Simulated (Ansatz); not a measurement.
## A convergence test on SiO2 (Quartz): k mesh of the density

Aim: see how gap, energy and time of SiO2 (Quartz) follow the k mesh of the density.

Program: Ansatz 0.2.0. Level of theory: DFT, LDA, plane waves, PAW. Results are calculated unless marked as measured.

### Step 1. Starting point

Symmetry: P3_121, No. 152, trigonal system. Conventional cell: a = 4.916 Å, b = 4.916 Å, c = 5.409 Å, α = 90.00°, β = 90.00°, γ = 120.00°. Nearest to Si lie 4 O at 1.61 Å. Nearest to O lie 2 Si at 1.61 Å. Farther neighbours and most contacts between anions are not listed.

Coordinates:

```cif
data_structure
_symmetry_space_group_name_H-M 'P 1'
_symmetry_Int_Tables_number 1
_cell_length_a 4.9158
_cell_length_b 4.9158
_cell_length_c 5.4091
_cell_angle_alpha 90.000
_cell_angle_beta 90.000
_cell_angle_gamma 120.000
_cell_volume 113.20
loop_
_atom_site_label
_atom_site_type_symbol
_atom_site_fract_x
_atom_site_fract_y
_atom_site_fract_z
_atom_site_occupancy
Si1 Si 0.53030 0.00000 0.33333 1
Si2 Si 0.00000 0.53030 0.66667 1
Si3 Si 0.46970 0.46970 0.00000 1
O4 O 0.14620 0.41420 0.88100 1
O5 O 0.58580 0.73200 0.21433 1
O6 O 0.26800 0.85380 0.54767 1
O7 O 0.41420 0.14620 0.11900 1
O8 O 0.73200 0.58580 0.78567 1
O9 O 0.85380 0.26800 0.45233 1
```

The cell and positions come from the Crystallography Open Database and are kept as given unless a step says otherwise. The default PAW set here is soft_2. Its files were made with PBE.

### Step 2. k mesh of the density: 3×3×2

Input file input.yaml:

```yaml
crystal:
  lattice:
    - [4.9158, 0.0, 0.0]
    - [-2.4579, 4.2572076799, 0.0]
    - [0.0, 0.0, 5.4091]
  atoms:
    - { symbol: Si, position: [0.5303, 0.0, 0.3333333333] }
    - { symbol: Si, position: [0.0, 0.5303, 0.6666666667] }
    - { symbol: Si, position: [0.4697, 0.4697, 0.0] }
    - { symbol: O, position: [0.1462, 0.4142, 0.881] }
    - { symbol: O, position: [0.5858, 0.732, 0.2143333333] }
    - { symbol: O, position: [0.268, 0.8538, 0.5476666667] }
    - { symbol: O, position: [0.4142, 0.1462, 0.119] }
    - { symbol: O, position: [0.732, 0.5858, 0.7856666667] }
    - { symbol: O, position: [0.8538, 0.268, 0.4523333333] }
kpoints:
  mp_grid: { grid: [3, 3, 2] }
  band_path:
    path:
      - [0.0, 0.0, 0.0]
      - [0.5, 0.0, 0.0]
      - [0.33333333, 0.33333333, 0.0]
      - [0.0, 0.0, 0.5]
      - [0.5, 0.0, 0.5]
      - [0.33333333, 0.33333333, 0.5]
      - [0.0, 0.0, 0.05]
    npoints: 1
hamiltonian:
  xc: lda
scf:
  occupations: { method: fixed }
  n_extra_bands: 7
output:
  eigenvalues: true
  forces: true
  stress: true
  write_density: true
  write_potential: true
  elf: true
  volumetric_format: npy
```

Command:

```
$ ansatz run input.yaml --threads 3 --pin off --max-ram 92160MiB --backend cuda --events-out ev --progress --plain --runs-dir out --devices 1 --max-vram 13GiB
```

Numbers of over 12 decimals in the logs are rounded to 6 here.

The log of the run:

```text
scf.n_extra_bands = 7 over 24 filled bands (N_el = 48.0): the run solves 31 bands
GPUs: using 1 of 1 available (devices: 1).
Engine: ansatz 0.2.0, x86_64-unknown-linux-gnu
Pseudopotentials: kind: paw
Pseudopotential: Si, paw, valence charge 4, recommended cutoff 420 eV (normal), Si.paw.azcp
Pseudopotential: O, paw, valence charge 6, recommended cutoff 420 eV (normal), O.paw.azcp
Functional definition: SPW92
  exchange = slater_x
  correlation = pw_c
device memory: the entry about to start is reckoned to put 2.6 GiB on a device that reports 43.0 GiB free (of which the cap on the GPU budget leaves the run 13.0 GiB)
GPU FFT provider: cuFFT
GPU libraries: cuBLAS 13.8.2, cuFFT 12.4.0, cuSOLVER 12.3.4
Crystal: 9 atoms, lattice volume = 113.199 Å³
Basis set: ecut = 420 eV, 2209 PW (Γ)
Bands: 31, of which v1, the nominal top of the filled ones, is band 24 counted from 1 (23 counted from 0)
Symmetry: 6 space group operations
Space group: P3121 (ITA 152), of the structure as read, at distance tolerance 4.8e-5 Å
k-points: 6 of 18 (time reversal used)
Non-local potential: Si, projectors of the file, l = 0: 2, l = 1: 2, l = 2: 2
Non-local potential: O, projectors of the file, l = 0: 2, l = 1: 2, l = 2: 1
PAW form: soft (Blöchl's): semilocal exchange-correlation on the pseudo side does not see the compensation charge
PAW frozen core: Si, regenerated for the run's functional, and the local potential with it (the file was generated under x = pbe(κ = 0.804, μ = 0.219515), c = pbe(β = 0.066725))
PAW frozen core: O, regenerated for the run's functional, and the local potential with it (the file was generated under x = pbe(κ = 0.804, μ = 0.219515), c = pbe(β = 0.066725))
PAW one-centre angular grid: Si, 110 points (default); XC on 64 Gauss nodes
PAW one-centre angular grid: O, 110 points (default); XC on 64 Gauss nodes
Initial density: superposition of atomic densities (neutral atoms: chi_scale 0, normalization atom), corrected by the library's trained network
Initial wavefunctions: pseudopotential atomic-orbital guess
GPU buffer pool allocated for 51840 grid points (all kernels)
GPU transforms: local potential and band sums: pruned to the plane-wave sphere, on 36×36×40
Functional: x = slater, c = lda
SCF iter   1: F=—  HF=-5168.210295 eV  |F-HF|=—  |Δ(HF+E_count)|=         —  Δρ=1.40e-2  dr2=1.98e-1  ethr=1.77e-3  ⟨swp⟩=4.8  Hψ=868  notcnv=0  defer=25
preconditioner: auto → Resta (q_TF=auto, 2.365 Å⁻¹)  ε∞=3.2  [insulator: Δε(μ)=5.589 eV  Ē_g=16.154 eV  n_scr=22 (ndim 8)  ℏωp=24.2 eV  f_vac=0.113  ε∞_Penn≈3.2]
SCF iter   2: F=—  HF=-5168.153693 eV  |F-HF|=—  |Δ(HF+E_count)|=   5.66e-2  Δρ=3.66e-3  dr2=5.67e-3  ethr=4.12e-4  ⟨swp⟩=2.0  Hψ=348  notcnv=0  defer=28
SCF iter   3: F=—  HF=-5168.152278 eV  |F-HF|=—  |Δ(HF+E_count)|=   1.42e-3  Δρ=1.72e-3  dr2=2.09e-3  ethr=1.18e-5  ⟨swp⟩=2.3  Hψ=298  notcnv=0  defer=28
SCF iter   4: F=—  HF=-5168.151718 eV  |F-HF|=—  |Δ(HF+E_count)|=   5.60e-4  Δρ=1.56e-4  dr2=3.55e-5  ethr=4.36e-6  ⟨swp⟩=3.0  Hψ=299  notcnv=0  defer=28
SCF iter   5: F=—  HF=-5168.151805 eV  |F-HF|=—  |Δ(HF+E_count)|=   8.67e-5  Δρ=2.37e-5  dr2=6.35e-7  ethr=7.39e-8  ⟨swp⟩=2.3  Hψ=322  notcnv=0  defer=19
SCF iter   6: F=-5168.151805 eV  HF=-5168.151805 eV  |F-HF|=2.47e-8  |Δ(HF+E_count)|=   4.30e-7  Δρ=4.62e-6  dr2=2.12e-8  ethr=2.08e-10  ⟨swp⟩=17.7  Hψ=1651  notcnv=0
SCF 1 converged in 6 iterations: F = -5168.151805 eV  dr2 = 2.12e-8
[...]
device memory: the entry about to start is reckoned to put 1.6 GiB on a device that reports 38.8 GiB free (of which the cap on the GPU budget leaves the run 13.0 GiB)
NSCF: frozen V_eff on 7 k-points
SCF converged after 6 iterations
Free energy (F): -5168.151805 eV
Harris-Foulkes:  -5168.151805 eV  (|F-HF|=2.47e-8)
Internal energy: -5168.151805 eV  (E = F + TS)
E sigma→0 (E₀):  -5168.151805 eV
Fermi energy:    2.193765 eV
--- Per-component energies (eV) ---
  E_band       = -219.871731
  E_kinetic    = 1202.076725
  E_local      = -2959.187441  (includes V_loc(G=0)·N_el)
  E_nonlocal   = 376.759447
  E_hartree    = 1052.131652
  E_xc         = -602.552057
  E_vxc        = -705.157789  (∫ρ·V_xc dr)
  E_paw        = -2349.255694  (= ΣΔE_a)
  E_vpaw       = -238.642230  (= ΣTr[D̂ρ^β])
  E_aug_tail   = 0.015945  (compensation charges beyond the density's cutoff)
  E_ewald      = -1888.974903
  E_core_change = 0.834521  (= ΣΔE_core)
  E_smearing   = -0.000000  (= −TS)
  E_closure    = -0.000000  (closes the sum)
  Σ components = -5168.151805   (vs F -5168.151805, Δ=0.00e0)
--- Forces (eV/Å), atoms counted from 1 ---
  atom   1  Si    -0.00581609    -0.00000000     0.00000000
  atom   2  Si     0.00290804    -0.00503688     0.00000000
  atom   3  Si     0.00290804     0.00503688     0.00000000
  atom   4  O     -0.01133846    -0.04458073     0.01719076
  atom   5  O      0.04427728     0.01247097     0.01719076
  atom   6  O     -0.03293882     0.03210976     0.01719076
  atom   7  O     -0.03293882    -0.03210976    -0.01719076
  atom   8  O     -0.01133846     0.04458073    -0.01719076
  atom   9  O      0.04427728    -0.01247097    -0.01719076
  max |Σ_I F_I| component: 2.95e-17 eV/Å
--- Stress (GPa, compression-positive) ---
       -0.423825       0.000000       0.000000
        0.000000      -0.423825       0.000000
        0.000000       0.000000      -0.477682
  P = ⅓ Tr σ = -0.4418 GPa (-4.418 kbar)
--- Band table (eV; the first three rows and the last of 6) ---
  k-point 0: bands = [... 20 lower, 1.1787, 1.5006, 1.8687, 1.8687, 7.9426, 11.2106, 11.2106, 11.6843, ... 3 higher]
  k-point 1: bands = [... 20 lower, 0.9655, 1.9805, 1.9805, 2.1042, 9.8855, 9.8855, 10.8931, 11.6747, ... 3 higher]
  k-point 2: bands = [... 20 lower, 1.1548, 1.3545, 1.9454, 2.1024, 9.3667, 11.2544, 11.3695, 11.8422, ... 3 higher]
  k-point 5: bands = [... 20 lower, 1.2426, 1.4179, 1.5956, 1.5956, 11.0663, 11.6832, 11.6832, 12.0189, ... 3 higher]
```

It took 10 s on 1 × NVIDIA H100 80GB HBM3 (shared by 6 runs) with 3 threads of AMD EPYC 7R13 (Zen 3), shared host; peak memory 0.94 GiB; 8.3 s of CPU time.

The column dr2 measures how far the density is from self-consistency, as an energy; F and HF (Harris–Foulkes) agree once it is small.

This step gave:

```
pressure             : -0.4418 GPa
gap                  : 5.749 eV
valence top at       : K
conduction bottom at : Γ
least direct gap     : 6.051 eV
```

The gap is indirect, with the least direct gap 0.30 eV higher.

### Step 3. k mesh of the density: 6×6×2

Edit input.yaml of step 2 so:

```diff
@@ -16,3 +16,3 @@
 kpoints:
-  mp_grid: { grid: [3, 3, 2] }
+  mp_grid: { grid: [6, 6, 2] }
   band_path:
```

The log of the run:

```text
[...]
GPUs: using 1 of 1 available (devices: 1).
[...]
GPU FFT provider: cuFFT
GPU libraries: cuBLAS 13.8.2, cuFFT 12.4.0, cuSOLVER 12.3.4
Crystal: 9 atoms, lattice volume = 113.199 Å³
Basis set: ecut = 420 eV, 2209 PW (Γ)
Bands: 31, of which v1, the nominal top of the filled ones, is band 24 counted from 1 (23 counted from 0)
[... 1 set-up line as in the run before ...]
[...]
k-point 0: bands = [... 20 lower, 1.1786, 1.5004, 1.8685, 1.8685, 7.9425, 11.2106, 11.2106, 11.6843, ... 3 higher]
  k-point 1: bands = [... 20 lower, 0.9653, 1.9803, 1.9803, 2.1040, 9.8854, 9.8854, 10.8930, 11.6746, ... 3 higher]
  k-point 2: bands = [... 20 lower, 1.1787, 1.3982, 1.9268, 1.9623, 8.3667, 11.2009, 11.2636, 11.7186, ... 3 higher]
  k-point 13: bands = [... 20 lower, 1.2425, 1.4178, 1.5954, 1.5954, 11.0662, 11.6831, 11.6831, 12.0188, ... 3 higher]
[key lines of the parts left out:]
SCF converged after 6 iterations
Free energy (F): -5168.150894 eV
Fermi energy:    2.193588 eV
P = ⅓ Tr σ = -0.4449 GPa (-4.449 kbar)
```

Elapsed: 8 s, on 1 × NVIDIA H100 80GB HBM3 (shared by 6 runs) with 3 threads; peak memory 0.93 GiB.

This step gave:

```
pressure             : -0.4449 GPa
gap                  : 5.749 eV
valence top at       : K
conduction bottom at : Γ
least direct gap     : 6.051 eV
```

The gap is 5.749 eV, as in the run before at this level.

### Step 4. k mesh of the density: 6×6×4 (the default)

input.yaml, the sections that differ from step 3:

```yaml
kpoints:
  mp_grid: { grid: [6, 6, 4] }
  band_path:
    path:
      - [[0.0, 0.0, 0.0], [0.5, 0.0, 0.0], [0.33333333, 0.33333333, 0.0], [0.0, 0.0, 0.0], [0.0, 0.0, 0.5], [0.5, 0.0, 0.5], [0.33333333, 0.33333333, 0.5], [0.0, 0.0, 0.5]]
      - [[0.5, 0.0, 0.5], [0.5, 0.0, 0.0]]
      - [[0.33333333, 0.33333333, 0.5], [0.33333333, 0.33333333, 0.0]]
    npoints: 10
scf:
  occupations: { method: fermi_dirac, width: 0.02 }
  n_extra_bands: 7
# crystal, hamiltonian, output: as in step 3
```

The log of the run:

```text
[...]
GPUs: using 1 of 1 available (devices: 1).
[...]
GPU FFT provider: cuFFT
GPU libraries: cuBLAS 13.8.2, cuFFT 12.4.0, cuSOLVER 12.3.4
Crystal: 9 atoms, lattice volume = 113.199 Å³
Basis set: ecut = 420 eV, 2209 PW (Γ)
Bands: 31, of which v1, the nominal top of the filled ones, is band 24 counted from 1 (23 counted from 0)
[... 1 set-up line as in the run before ...]
[...]
k-point 0: bands = [... 20 lower, 1.1786, 1.5004, 1.8685, 1.8685, 7.9425, 11.2105, 11.2105, 11.6842, ... 3 higher]
  k-point 1: bands = [... 20 lower, 1.1005, 1.6552, 1.9661, 2.0978, 8.5411, 11.0665, 11.1197, 11.1710, ... 3 higher]
  k-point 2: bands = [... 20 lower, 0.9653, 1.9803, 1.9803, 2.1041, 9.8854, 9.8854, 10.8930, 11.6746, ... 3 higher]
  k-point 23: bands = [... 20 lower, 1.2425, 1.4177, 1.5954, 1.5954, 11.0661, 11.6831, 11.6831, 12.0188, ... 3 higher]
[key lines of the parts left out:]
SCF converged after 6 iterations
Free energy (F): -5168.150843 eV
Fermi energy:    5.088418 eV
P = ⅓ Tr σ = -0.4457 GPa (-4.457 kbar)
```

The job ended after 14 s (1 × NVIDIA H100 80GB HBM3 (shared by 6 runs) with 3 threads; peak memory 0.94 GiB).

Numbers from this step:

```
pressure             : -0.4457 GPa
gap                  : 5.749 eV
valence top at       : K
conduction bottom at : Γ
least direct gap     : 6.051 eV
```

The gap is 5.749 eV, as in the run before at this level.

### Step 5. k mesh of the density: 12×12×6

input.yaml, the sections that differ from step 4:

```yaml
kpoints:
  mp_grid: { grid: [12, 12, 6] }
  band_path:
    path:
      - [0.0, 0.0, 0.0]
      - [0.5, 0.0, 0.0]
      - [0.33333333, 0.33333333, 0.0]
      - [0.0, 0.0, 0.5]
      - [0.5, 0.0, 0.5]
      - [0.33333333, 0.33333333, 0.5]
      - [0.0, 0.0, 0.05]
    npoints: 1
scf:
  occupations: { method: fixed }
  n_extra_bands: 7
output:
  eigenvalues: true
  forces: true
  stress: true
# crystal, hamiltonian: as in step 4
```

The log of the run:

```text
[...]
GPUs: using 1 of 1 available (devices: 1).
[...]
GPU FFT provider: cuFFT
GPU libraries: cuBLAS 13.8.2, cuFFT 12.4.0, cuSOLVER 12.3.4
Crystal: 9 atoms, lattice volume = 113.199 Å³
Basis set: ecut = 420 eV, 2209 PW (Γ)
Bands: 31, of which v1, the nominal top of the filled ones, is band 24 counted from 1 (23 counted from 0)
[... 1 set-up line as in the run before ...]
[...]
k-point 0: bands = [... 20 lower, 1.1786, 1.5005, 1.8685, 1.8685, 7.9425, 11.2105, 11.2105, 11.6842, ... 3 higher]
  k-point 1: bands = [... 20 lower, 1.1816, 1.5720, 1.8861, 2.0424, 8.2207, 11.0814, 11.2189, 11.3996, ... 3 higher]
  k-point 2: bands = [... 20 lower, 1.0285, 1.7598, 2.0392, 2.1050, 8.9465, 10.7725, 11.0078, 11.2173, ... 3 higher]
  k-point 99: bands = [... 20 lower, 1.2425, 1.4178, 1.5954, 1.5954, 11.0662, 11.6831, 11.6831, 12.0188, ... 3 higher]
[key lines of the parts left out:]
SCF converged after 6 iterations
Free energy (F): -5168.150903 eV
Fermi energy:    2.193639 eV
P = ⅓ Tr σ = -0.4448 GPa (-4.448 kbar)
```

Run time: 25 s. Hardware: 1 × NVIDIA H100 80GB HBM3 (shared by 6 runs) with 3 threads; peak memory 0.95 GiB; 44 s of CPU time.

This step gave:

| Property | Result |
| --- | --- |
| pressure | -0.4448 GPa |
| gap | 5.749 eV |
| valence top at | K |
| conduction bottom at | Γ |
| least direct gap | 6.051 eV |

The gap is 5.749 eV, as in the run before at this level.

### Step 6. The series

Differences are against the last row; a negative gap means that bands overlap, and a run with a band path holds that path's time. Times are wall times on 1 × NVIDIA H100 80GB HBM3 (shared by 6 runs) with 3 threads of AMD EPYC 7R13 (Zen 3), shared host, good to a factor of about two.

```csv
k mesh of the density,gap (eV),direct gap (eV),gap error (eV),energy error (meV/atom),irreducible k,time
3×3×2,5.749,6.051,+0.000,−0.1,6,10 s
6×6×2,5.749,6.051,+0.0001,+0.0,14,8 s
6×6×4,5.749,6.051,+0.000,+0.0,24,14 s
12×12×6,5.749,6.051,+0.000,+0.0,100,25 s
```

### Step 7. Summary of results

```json
{
  "3×3×2": "5.749 eV",
  "6×6×2": "5.749 eV",
  "6×6×4": "5.749 eV",
  "12×12×6": "5.749 eV"
}
```

In words: The gap holds to 0.02 eV from 3×3×2 on, the cheapest setting tried. At 3×3×2 the gap is off by +0.000 eV and the energy by +0 meV/atom. The gap is read over the mesh and added points near the edges, so meshes differ mainly through the density and, for a hybrid, the exchange operator.

[Paths, hosts, dates, memory and timing lines, banners, echoed tables and standing remarks are left out of the program output.]

[Logs are printed without paths, hosts, clocks, repeated set-up lines and the standing remarks that a program may print on its own settings, such as how far it seeks lower states.]

[Runs of the session that timed out or met a known fault of the program may be left out.]

[Cells called generated may have been cut or substituted from an entry of the Crystallography Open Database or the Materials Project.]

[Hosts, paths, dates, database ids (printed as entryN), source tags and the programs' standing remarks are cut or masked in the printed files.]
